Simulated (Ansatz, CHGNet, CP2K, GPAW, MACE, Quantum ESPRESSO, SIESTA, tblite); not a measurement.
**Other levels on random packing of 64Li2S-20P2S5-16LiCl (mol %) (91 atoms)**

Density of this cell: 1.83 g/cm³. The cell holds 91 atoms: 36 Li, 41 S, 10 P and 4 Cl. Its edges and angles: a = 12.227 Å, b = 12.227 Å, c = 12.227 Å, α = 90.0°, β = 90.0°, γ = 90.0°. 91 atoms (36 Li, 41 S, 10 P, 4 Cl) packed at random in a cube at 1.83 g/cm³ and pushed apart as soft spheres, cations and anions kept from their own kind; a start for melting by ab initio MD, not an equilibrated structure. Then every atom was moved at random, 0.03 Å r.m.s. a Cartesian component.

Geometry: as built.

The reference, a calculation:

```
method                 : Kohn-Sham DFT, PBE, SSSP efficiency 1.3.0 pseudopotentials, plane waves (Quantum ESPRESSO 7.5); sssp-pbe-1.3.0-efficiency, cutoffs 45/360 Ry, Γ point
r.m.s. force component : 0.6083 eV/Å
longest force          : 3.37 eV/Å
pressure               : -1.242 GPa
time                   : 8.1 min on 4 MPI ranks of Arm Neoverse V2, shared host
CPU time               : 32 min
```

Runs, in no order:
A. GPAW PBE, LCAO dzp, h 0.2 Å: Kohn-Sham DFT, PBE, PAW, atomic orbitals (dzp)
B. SIESTA PBE, DZP, shift 0.005 Ry, mesh 300 Ry: Kohn-Sham DFT, PBE, PseudoDojo 0.4.1 norm-conserving pseudopotentials (converted to PSML), numerical atomic orbitals (DZP), diagonalisation
C. CP2K PBE+D3, DZVP-MOLOPT-SR, 600/50 Ry, diagonalisation: Kohn-Sham DFT, PBE+D3, GTH-PBE pseudopotentials, Gaussian and plane waves, DZVP-MOLOPT-SR-GTH, diagonalisation
D. QE PBE, sssp-1.3.0-efficiency, 20/160 Ry: Kohn-Sham DFT, PBE, SSSP efficiency 1.3.0 pseudopotentials, plane waves
E. CHGNet 0.3.0 potential: machine-learned interatomic potential CHGNet 0.3.0, trained on PBE(+U) plane-wave data

**Question.** Rank the runs by how far their forces lie from the reference's, least first.

D, C, A, B, E.

```csv
run,"Δ force, r.m.s. (meV/Å)",share of r.m.s. force (%),CPU time
"D. QE PBE, sssp-1.3.0-efficiency, 20/160 Ry",10.8,1.78,9.6 min
"C. CP2K PBE+D3, DZVP-MOLOPT-SR, 600/50 Ry, diagonalisation",43.2,7.11,11 min
"A. GPAW PBE, LCAO dzp, h 0.2 Å",142,23.3,3.8 min
"B. SIESTA PBE, DZP, shift 0.005 Ry, mesh 300 Ry",226,37.1,9.5 min
E. CHGNet 0.3.0 potential,363,59.6,3.1 s
```

Machine-learned potentials mimic data converged in k, so the reference's own k-point error enters their differences. The electronic-structure runs sample only Γ, in a cell whose shortest periodic width is 12 Å, which is coarse for a cell with partly filled levels.

[Logs are printed without paths, hosts, clocks, repeated set-up lines and the standing remarks that a program may print on its own settings, such as how far it seeks lower states.]

[Hosts, paths, dates, database ids (printed as entryN), source tags and the programs' standing remarks are cut or masked in the printed files.]
